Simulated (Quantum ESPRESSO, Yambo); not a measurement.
An input for Yambo 5.3.0 (TiO2 (Rutile)):

```
optics
chi
dipoles
Chimod= "HARTREE"
% QpntsRXd
 1 | 4 |
%
% BndsRnXd
 1 | 81 |
%
NGsBlkXd= 3 Ry
% EnRngeXd
 0 | 30 | eV
%
% DmRngeXd
 0.2 | 0.2 | eV
%
ETStpsXd= 301
% LongDrXd
 1 | 0 | 0 |
%
```

```sh
OMP_NUM_THREADS=1 mpirun -n 8 yambo -F optics1.in -J optics1 -C optics1 > optics1.log
```

The stored states that it reads are on a 4×4×6 mesh. The structure is tetragonal, space group P4_2/mnm (No. 136). Conventional cell: a = 4.592 Å, b = 4.592 Å, c = 2.957 Å, α = 90.00°, β = 90.00°, γ = 90.00°. Ti has 6 O at 1.95 to 1.98 Å nearest. Nearest to O lie 3 Ti at 1.95 to 1.98 Å. Farther neighbours and most contacts between anions are not listed.

Q: Estimate wall time and host memory on 8 MPI ranks of Arm Neoverse V1, shared host.

It took 32 s; on shared hardware allow 16 s to 64 s. Peak host memory was 3.1 GiB.

[Paths, hosts, dates, memory and timing lines, banners, echoed tables and standing remarks are left out of the program output.]

[Logs are printed without paths, hosts, clocks, repeated set-up lines and the standing remarks that a program may print on its own settings, such as how far it seeks lower states.]

[Runs of the session that timed out or met a known fault of the program may be left out.]

[Hosts, paths, dates, database ids (printed as entryN), source tags and the programs' standing remarks are cut or masked in the printed files.]
